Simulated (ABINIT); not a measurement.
# Ca2FeH6 (Fm-3m): a self-consistent loop beyond G0W0, cycle by cycle

How far does self-consistency move the gap of Ca2FeH6 (Fm-3m)?

Method: LDA and many-body steps on it, plane waves, in ABINIT 10.8.3.

### 1. Starting point

Symmetry: Fm-3m, No. 225, cubic system. The conventional cell has a = 6.992 Å, b = 6.992 Å, c = 6.992 Å, α = 90.00°, β = 90.00°, γ = 90.00°. Ca has 12 H at 2.48 Å nearest. Nearest to Fe lie 6 H at 1.59 Å. H has 1 Fe at 1.59 Å and 4 H at 2.25 Å and 4 Ca at 2.48 Å nearest. Farther neighbours are not listed.

The cell and positions are those that the Materials Project relaxed with its own functionals (PBE, PBE+U or r2SCAN), kept fixed.

### 2. Empty states on the mesh, 2×2×2 mesh, 83 bands

This step: ABINIT 10.8.3; DFT, LDA, plane waves, norm-conserving pseudopotentials.

The sums over transitions need many empty states on a uniform mesh; this step solves for them.

Input file run.abi:

```
acell 3*1.0 Angstrom
rprim 
  0.000000000000 3.496077550000 3.496077550000
  3.496077550000 0.000000000000 3.496077550000
  3.496077550000 3.496077550000 0.000000000000
ntypat 3
znucl 20 26 1
natom 9
typat 1 1 2 3 3 3 3 3 3
xred 
  0.250000000000 0.250000000000 0.250000000000
  0.750000000000 0.750000000000 0.750000000000
  0.000000000000 0.000000000000 0.000000000000
  0.771967350000 0.228032650000 0.228032650000
  0.228032650000 0.771967350000 0.771967350000
  0.228032650000 0.771967350000 0.228032650000
  0.771967350000 0.228032650000 0.771967350000
  0.228032650000 0.228032650000 0.771967350000
  0.771967350000 0.771967350000 0.228032650000
pp_dirpath "pseudos"
pseudos "Ca.upf, Fe.upf, H.upf"
ecut 39
ngkpt 2 2 2
nshiftk 1
shiftk 0 0 0
kptopt 1
chksymbreak 0
iscf -2
irdden 1
istwfk *1
nband 83
nbdbuf 6
tolwfr 1e-09
nstep 60
prtvol 0
indata_prefix "in"
outdata_prefix "out"
tmpdata_prefix "tmp"
```

Started as:

```
$ OMP_NUM_THREADS=1 mpirun -n 4 abinit run.abi > log
```

Numbers of over 12 decimals in the logs are rounded to 6 here.

What it wrote:

```text
.Version 10.8.3 of ABINIT. v10.8.2 released Aug 2026.

 Symmetries : space group Fm -3 m (#225); Bravais cF (face-center cubic)
[... echo of the input left out ...]
== DATASET  1 ==================================================================
-   mpi_nproc: 4, omp_nthreads: 1 (-1 if OMP is not activated)
-    --> not optimal distribution: autoparal keyword recommended in input file <--

--- !DatasetInfo
iteration_state: {dtset: 1, }
dimensions: {natom: 9, nkpt: 3, mband: 83, nsppol: 1, nspinor: 1, nspden: 1, mpw: 6754, }
cutoff_energies: {ecut:  39.0, pawecutdg:  -1.0, }
[...]
1.16235    1.16235    1.17989    1.17989    1.18369    1.34062    1.34062    1.34062
   1.34365    1.37128    1.37128    1.37128    1.42991    1.42991    1.42991    1.46841
   1.46846    1.49587    1.49587
 prteigrs : prtvol=0 or 1, do not print more k-points.

== END DATASET(S) ==============================================================
================================================================================

 -outvars: echo values of variables after computation  --------
            nband          83
             nkpt           3
          spgroup         225
 [... the other variables as echoed above ...]

 Calculation completed.
```

Wall time 17 s (4 MPI ranks of Arm Neoverse V2, shared host); peak memory 0.33 GiB.

This step gave:

```yaml
gap: 1.215 eV
k_of_the_valence_top: 0.5, 0.5, 0
k_of_the_conduction_bottom: 0.5, 0.5, 0
least_direct_gap: 1.215 eV
k_points_computed: 3
lowest_point_of_the_top_converged_band_above_the_valence_top: 34.13 eV
```

On this mesh the gap is 1.215 eV.

The density comes from a self-consistent run that is not shown.

### 3. Screening, 2×2×2 mesh, 77 bands, screening to 106.1 eV

The RPA dielectric matrix is built and inverted for each q.

This step: RPA screening on LDA, plane waves, norm-conserving pseudopotentials.

run.abi, as its differences from that of step 2:

```diff
@@ -27,10 +27,11 @@
 chksymbreak 0
-iscf -2
-irdden 1
 istwfk *1
-nband 83
-nbdbuf 6
-tolwfr 1e-09
-nstep 60
-prtvol 0
+occopt 1
+irdwfk 1
+optdriver 3
+nband 77
+ecuteps 3.9
+inclvkb 2
+awtr 1
+symchi 1
 indata_prefix "in"
```

What it wrote:

```text
.Version 10.8.3 of ABINIT. v10.8.2 released Aug 2026.

 Symmetries : space group Fm -3 m (#225); Bravais cF (face-center cubic)
[... echo of the input left out ...]
== DATASET  1 ==================================================================
-   mpi_nproc: 4, omp_nthreads: 1 (-1 if OMP is not activated)

--- !DatasetInfo
iteration_state: {dtset: 1, }
dimensions: {natom: 9, nkpt: 3, mband: 77, nsppol: 1, nspinor: 1, nspden: 1, mpw: 6754, }
cutoff_energies: {ecut:  39.0, pawecutdg:  -1.0, }
electrons: {nelect:   4.20000000E+01, charge:   0.00000000E+00, occopt:   1.00000000E+00, tsmear:   1.00000000E-02, }

 SCREENING: Calculation of the susceptibility and dielectric matrices

 Based on a program developped by R.W. Godby, V. Olevano, G. Onida, and L. Reining.
 Incorporated in ABINIT by V. Olevano, G.-M. Rignanese, and M. Torrent.
.Using double precision arithmetic ; gwpc =  8

[... cell and pseudopotentials left out ...]
--------------------------------------------------------------------------------

 ==== K-mesh for the wavefunctions ====
 Number of points in the irreducible wedge :     3
[... list of points left out ...]
 Together with 48 symmetry operations and time-reversal symmetry
 yields     8 points in the full Brillouin Zone.

 ==== Q-mesh for the screening function ====
 Number of points in the irreducible wedge :     3
[... list of points left out ...]
 Together with 48 symmetry operations and time-reversal symmetry
 yields     8 points in the full Brillouin Zone.

 setmesh: FFT mesh size selected  =    36x   36x   36
          total number of points  =        46656

 vcoul_init : cutoff-mode = AUXILIARY_FUNCTION
 q-points for optical limit:   1
     1)      0.000010    0.000020    0.000030

- screening: taking advantage of time-reversal symmetry
- Maximum band index for partially occupied states nbvw = 21
- Remaining bands to be divided among processors   nbcw = 56
- Number of bands treated by each node ~14

 Number of electrons calculated from density =   42.0000; Expected =   42.0000
 average of density, n =  0.072825
 r_s =    1.4855
 omega_plasma =   26.0313 [eV]

 calculating chi0 at frequencies [eV] :
  1    0.000000E+00    0.000000E+00
  2    0.000000E+00    2.603127E+01

--------------------------------------------------------------------------------
  q-point number  1        q = ( 0.000000, 0.000000, 0.000000) [r.l.u.]
--------------------------------------------------------------------------------
[... chi0 elements left out ...]
 For q-point:  0.000010 0.000020 0.000030
  dielectric constant =   5.0566
  dielectric constant without local fields =   5.9173

  Average fulfillment of the sum rule on Im[epsilon] for q-point    1 :     45.03  [%]
[... wings left out ...]
  q-point number  2        q = ( 0.500000, 0.000000, 0.000000) [r.l.u.]
--------------------------------------------------------------------------------
[... chi0 elements left out ...]
  Average fulfillment of the sum rule on Im[epsilon] for q-point    2 :     51.68  [%]

 [... 1 further q-points ...]
```

Wall time 8 s (4 MPI ranks); peak memory 0.94 GiB; 32 s of CPU time.

Numbers from this step:

```
ε∞ with local fields, on this mesh, along the program's q direction : 5.057
the same without local fields                                       : 5.917
plasma frequency                                                    : 26.03 eV
plane waves in the screening matrix                                 : 181
```

Local fields lower ε∞ by 15 %. On a Γ-centred mesh this coarse the value itself is usually too large, while a short band sum pulls it down.

### 4. G0W0

The self-energy is evaluated for the states that the input lists, and the levels follow from it, in one-shot runs by the linearised quasiparticle equation.

This step: G0W0 on LDA, plane waves, norm-conserving pseudopotentials.

run.abi, as its differences from that of step 3:

```diff
@@ -30,8 +30,17 @@
 irdwfk 1
-optdriver 3
+optdriver 4
 nband 77
+gwcalctyp 0
+ecutsigx 39
+symsigma 1
+nkptgw 2
+kptgw 
+  0.5000000000 0.5000000000 0.0000000000
+  0.0000000000 0.0000000000 0.0000000000
+bdgw 
+  20 23
+  19 23
 ecuteps 3.9
-inclvkb 2
-awtr 1
-symchi 1
+irdscr 1
+ppmodel 1
 indata_prefix "in"
```

What it wrote:

```text
.Version 10.8.3 of ABINIT. v10.8.2 released Aug 2026.

 Symmetries : space group Fm -3 m (#225); Bravais cF (face-center cubic)
[... echo of the input left out ...]
== DATASET  1 ==================================================================
-   mpi_nproc: 4, omp_nthreads: 1 (-1 if OMP is not activated)

--- !DatasetInfo
iteration_state: {dtset: 1, }
dimensions: {natom: 9, nkpt: 3, mband: 77, nsppol: 1, nspinor: 1, nspden: 1, mpw: 6754, }
cutoff_energies: {ecut:  39.0, pawecutdg:  -1.0, }
electrons: {nelect:   4.20000000E+01, charge:   0.00000000E+00, occopt:   1.00000000E+00, tsmear:   1.00000000E-02, }

 SIGMA: Calculation of the GW corrections

 Based on a program developped by R.W. Godby, V. Olevano, G. Onida, and L. Reining.
 Incorporated in ABINIT by V. Olevano, G.-M. Rignanese, and M. Torrent.
.Using double precision arithmetic ; gwpc =  8

[... cell and pseudopotentials left out ...]
--------------------------------------------------------------------------------

 ==== K-mesh for the wavefunctions ====
 Number of points in the irreducible wedge :     3
[... list of points left out ...]
 Together with 48 symmetry operations and time-reversal symmetry
 yields     8 points in the full Brillouin Zone.

 ==== Q-mesh for screening function ====
 Number of points in the irreducible wedge :     3
[... list of points left out ...]
 Together with 48 symmetry operations and time-reversal symmetry
 yields     8 points in the full Brillouin Zone.

 vcoul_init : cutoff-mode = AUXILIARY_FUNCTION
 q-points for optical limit:   1
     1)      0.000010    0.000020    0.000030
 setmesh: FFT mesh size selected  =    54x   54x   54
          total number of points  =       157464

 Number of electrons calculated from density =   42.0000; Expected =   42.0000
 average of density, n =  0.072825
 r_s =    1.4855
 omega_plasma =   26.0313 [eV]

 === KS Band Gaps ===
  >>>> For spin  1
   Minimum direct gap =   1.2148 [eV], located at k-point      :   0.5000  0.5000  0.0000
   Fundamental gap    =   1.2148 [eV], Top of valence bands at :   0.5000  0.5000  0.0000
                                       Bottom of conduction at :   0.5000  0.5000  0.0000
 SIGMA fundamental parameters:
 PLASMON POLE MODEL  1
 number of plane-waves for SigmaX                 6735
 number of plane-waves for SigmaC and W            181
 number of plane-waves for wavefunctions          6735
 number of bands                                    77
 number of independent spin polarizations            1
 number of spinorial components                      1
 number of k-points in IBZ                           3
 number of q-points in IBZ                           3
 number of symmetry operations                      48
 number of k-points in BZ                            8
 number of q-points in BZ                            8
 number of frequencies for dSigma/dE                 9
 frequency step for dSigma/dE [eV]                0.25
 number of omega for Sigma on real axis              0
 max omega for Sigma on real axis  [eV]           0.00
 zcut for avoiding poles [eV]                     0.10

 EPSILON^-1 parameters (SCR file):
 dimension of the eps^-1 matrix on file            181
 dimension of the eps^-1 matrix used               181
 number of plane-waves for wavefunctions          6735
 number of bands                                    77
 number of q-points in IBZ                           3
 number of frequencies                               2
 number of real frequencies                          1
 number of imag frequencies                          1

 matrix elements of self-energy operator (all in [eV])

 Perturbative Calculation

--- !SelfEnergy_ee
iteration_state: {dtset: 1, }
kpoint     : [   0.500,    0.500,    0.000, ]
spin       : 1
KS_gap     :    1.215
QP_gap     :    2.357
Delta_QP_KS:    1.142
data: !SigmaeeData |
     Band     E0 <VxcDFT>   SigX SigC(E0)      Z dSigC/dE  Sig(E)    E-E0       E
       20   4.782 -24.523 -29.139   5.605   0.723  -0.382 -23.807   0.716   5.498
       21   4.782 -24.523 -29.139   5.605   0.723  -0.382 -23.807   0.716   5.498
       22   5.997 -20.625 -14.561  -3.653   0.771  -0.298 -18.767   1.858   7.854
       23   7.631 -12.800  -6.297  -3.907   0.822  -0.217 -10.666   2.134   9.765

--- !SelfEnergy_ee
iteration_state: {dtset: 1, }
kpoint     : [   0.000,    0.000,    0.000, ]
spin       : 1
KS_gap     :    2.759
QP_gap     :    4.253
Delta_QP_KS:    1.494
data: !SigmaeeData |
     Band     E0 <VxcDFT>   SigX SigC(E0)      Z dSigC/dE  Sig(E)    E-E0       E
       19   4.716 -24.137 -28.835   5.593   0.724  -0.381 -23.489   0.649   5.365
       20   4.716 -24.137 -28.835   5.593   0.724  -0.381 -23.489   0.649   5.365
       21   4.716 -24.137 -28.835   5.593   0.724  -0.381 -23.489   0.649   5.365
       22   7.475 -19.325 -12.293  -4.280   0.779  -0.285 -17.183   2.143   9.618
       23   7.475 -19.325 -12.293  -4.280   0.779  -0.285 -17.183   2.143   9.618

== END DATASET(S) ==============================================================
================================================================================

 -outvars: echo values of variables after computation  --------
           etotal      0.0000000000E+00
            nband          77
             nkpt           3
          spgroup         225
 [... the other variables as echoed above ...]

 Calculation completed.
```

It took 4.2 s on 4 MPI ranks; peak memory 0.81 GiB; 16 s of CPU time.

This step gave:

```yaml
g0w0_gap_on_the_points_computed: 2.356 eV
starting_gap_on_the_mesh: 1.215 eV
k_of_the_valence_top: 0.5, 0.5, 0
k_of_the_conduction_bottom: 0.5, 0.5, 0
z_at_the_valence_top: 0.723
z_at_the_conduction_bottom: 0.771
least_direct_g0w0_gap_on_the_computed_points: 2.356 eV
```

The gap on the mesh goes from 1.21 eV to 2.36 eV, a correction of +1.14 eV.

### 5. evGW0, cycle 1

This step: evGW0 on LDA, plane waves, norm-conserving pseudopotentials.

run.abi, as its differences from that of step 4:

```diff
@@ -32,12 +32,14 @@
 nband 77
-gwcalctyp 0
+gwcalctyp 10
 ecutsigx 39
 symsigma 1
-nkptgw 2
+nkptgw 3
 kptgw 
+  0.0000000000 0.0000000000 0.0000000000
+  0.5000000000 0.0000000000 0.0000000000
   0.5000000000 0.5000000000 0.0000000000
-  0.0000000000 0.0000000000 0.0000000000
 bdgw 
-  20 23
-  19 23
+  13 27
+  13 27
+  13 27
 ecuteps 3.9
```

What it wrote:

```text
.Version 10.8.3 of ABINIT. v10.8.2 released Aug 2026.

 Symmetries : space group Fm -3 m (#225); Bravais cF (face-center cubic)
[... echo of the input left out ...]
== DATASET  1 ==================================================================
-   mpi_nproc: 4, omp_nthreads: 1 (-1 if OMP is not activated)

--- !DatasetInfo
iteration_state: {dtset: 1, }
dimensions: {natom: 9, nkpt: 3, mband: 77, nsppol: 1, nspinor: 1, nspden: 1, mpw: 6754, }
cutoff_energies: {ecut:  39.0, pawecutdg:  -1.0, }
electrons: {nelect:   4.20000000E+01, charge:   0.00000000E+00, occopt:   1.00000000E+00, tsmear:   1.00000000E-02, }

 SIGMA: Calculation of the GW corrections

 Based on a program developped by R.W. Godby, V. Olevano, G. Onida, and L. Reining.
 Incorporated in ABINIT by V. Olevano, G.-M. Rignanese, and M. Torrent.
.Using double precision arithmetic ; gwpc =  8

[... cell and pseudopotentials left out ...]
--------------------------------------------------------------------------------

 ==== K-mesh for the wavefunctions ====
 Number of points in the irreducible wedge :     3
[... list of points left out ...]
 Together with 48 symmetry operations and time-reversal symmetry
 yields     8 points in the full Brillouin Zone.

 ==== Q-mesh for screening function ====
 Number of points in the irreducible wedge :     3
[... list of points left out ...]
 Together with 48 symmetry operations and time-reversal symmetry
 yields     8 points in the full Brillouin Zone.

 vcoul_init : cutoff-mode = AUXILIARY_FUNCTION
 q-points for optical limit:   1
     1)      0.000010    0.000020    0.000030
 setmesh: FFT mesh size selected  =    54x   54x   54
          total number of points  =       157464

 Number of electrons calculated from density =   42.0000; Expected =   42.0000
[...]
--- !SelfEnergy_ee
iteration_state: {dtset: 1, }
kpoint     : [   0.500,    0.000,    0.000, ]
spin       : 1
KS_gap     :    2.681
QP_gap     :    3.914
Delta_QP_KS:    1.233
data: !SigmaeeData |
     Band     E_DFT   <VxcDFT>   E(N-1)  <Hhartree>   SigX  SigC[E(N-1)]    Z     dSigC/dE  Sig[E(N)]  DeltaE  E(N)_pert E(N)_diago
[...]
--- !SelfEnergy_ee
iteration_state: {dtset: 1, }
kpoint     : [   0.500,    0.500,    0.000, ]
spin       : 1
KS_gap     :    1.215
QP_gap     :    2.357
Delta_QP_KS:    1.142
data: !SigmaeeData |
     Band     E_DFT   <VxcDFT>   E(N-1)  <Hhartree>   SigX  SigC[E(N-1)]    Z     dSigC/dE  Sig[E(N)]  DeltaE  E(N)_pert E(N)_diago
[...]
26     8.903   -13.511     8.903    22.414    -6.803    -3.926     0.819    -0.221   -11.233     2.279    11.181    11.685
       27     9.821   -20.671     9.821    30.492   -13.882    -4.543     0.757    -0.321   -18.971     1.700    11.521    12.067

 New Fermi energy :        2.605306E-01 Ha ,    7.089398E+00 eV

 === QP Band Gaps ===
  >>>> For spin  1
   Minimum direct gap =   2.6366 [eV], located at k-point      :   0.5000  0.5000  0.0000
   Fundamental gap    =   2.6366 [eV], Top of valence bands at :   0.5000  0.5000  0.0000
                                       Bottom of conduction at :   0.5000  0.5000  0.0000

 writing QP data on file : out_QPS

 Convergence of QP corrections
 >>>>> For spin  1 <<<<<
.  kptgw no:  1; Maximum DeltaE = (  -0.494   0.005) for band index: 13
.  kptgw no:  2; Maximum DeltaE = (  -0.538  -0.000) for band index: 14
.  kptgw no:  3; Maximum DeltaE = (  -0.125   0.001) for band index: 14

== END DATASET(S) ==============================================================
================================================================================

 -outvars: echo values of variables after computation  --------
           etotal      0.0000000000E+00
            nband          77
             nkpt           3
          spgroup         225
 [... the other variables as echoed above ...]

 Calculation completed.
```

It took 10 s on 4 MPI ranks; peak memory 1.3 GiB.

This step gave:

```yaml
quasiparticle_gap_on_the_points_computed: 2.637 eV
gap_of_the_density_functional_on_the_mesh: 1.215 eV
k_of_the_valence_top: 0.5, 0.5, 0
k_of_the_conduction_bottom: 0.5, 0.5, 0
z_at_the_valence_top: 0.723
z_at_the_conduction_bottom: 0.771
least_direct_quasiparticle_gap_on_the_computed_points: 2.637 eV
```

Against G0W0 in ABINIT (2×2×2 mesh, 77 bands, screening to 106.1 eV, Godby-Needs plasmon pole), the gap moves by +0.281 eV. This first cycle still uses the starting levels; it takes the full correction, at all points of the mesh, and its linearised value is 2.356 eV.

### 6. evGW0, cycle 2

The corrected levels of the last cycle go back in.

run.abi, as its differences from that of step 5:

```diff
@@ -47,2 +47,3 @@
 ppmodel 1
+irdqps 1
 indata_prefix "in"
```

What it wrote:

```text
.Version 10.8.3 of ABINIT. v10.8.2 released Aug 2026.

 Symmetries : space group Fm -3 m (#225); Bravais cF (face-center cubic)
[... echo of the input left out ...]
== DATASET  1 ==================================================================
-   mpi_nproc: 4, omp_nthreads: 1 (-1 if OMP is not activated)

--- !DatasetInfo
iteration_state: {dtset: 1, }
dimensions: {natom: 9, nkpt: 3, mband: 77, nsppol: 1, nspinor: 1, nspden: 1, mpw: 6754, }
cutoff_energies: {ecut:  39.0, pawecutdg:  -1.0, }
[...]
Convergence of QP corrections
 >>>>> For spin  1 <<<<<
.  kptgw no:  1; Maximum DeltaE = (   0.052  -0.000) for band index: 14
.  kptgw no:  2; Maximum DeltaE = (   0.040   0.001) for band index: 15
.  kptgw no:  3; Maximum DeltaE = (   0.059   0.004) for band index: 13

== END DATASET(S) ==============================================================
================================================================================

 -outvars: echo values of variables after computation  --------
           etotal      0.0000000000E+00
            nband          77
             nkpt           3
          spgroup         225
 [... the other variables as echoed above ...]

 Calculation completed.
```

Run time: 10 s. Hardware: 4 MPI ranks; peak memory 1.2 GiB; 41 s of CPU time.

This step gave:

```yaml
quasiparticle_gap_on_the_points_computed: 2.455 eV
gap_of_the_density_functional_on_the_mesh: 1.215 eV
k_of_the_valence_top: 0.5, 0.5, 0
k_of_the_conduction_bottom: 0.5, 0.5, 0
least_direct_quasiparticle_gap_on_the_computed_points: 2.455 eV
```

Against the cycle before, the gap moves by −0.182 eV.

[end of part 1 of 3]

[Paths, hosts, dates, memory and timing lines, banners, echoed tables and standing remarks are left out of the program output.]

[Logs are printed without paths, hosts, clocks, repeated set-up lines and the standing remarks that a program may print on its own settings, such as how far it seeks lower states.]

[Runs of the session that timed out or met a known fault of the program may be left out.]

[No measured gap is set beside runs whose start may be inverted or whose files or cutoffs have a known fault.]

[Loops that did not settle are left out.]

[Hosts, paths, dates, database ids (printed as entryN), source tags and the programs' standing remarks are cut or masked in the printed files.]

[G0W0 gaps are taken among the corrected bands and points alone; a level outside them can change the order at an edge.]

[Where Ansatz stands beside ABINIT at settings called matched, ABINIT's density can come from a denser mesh and the files from another edition; pairs whose starting gaps differed by over 0.03 eV were left out, so agreement reads better than it is.]
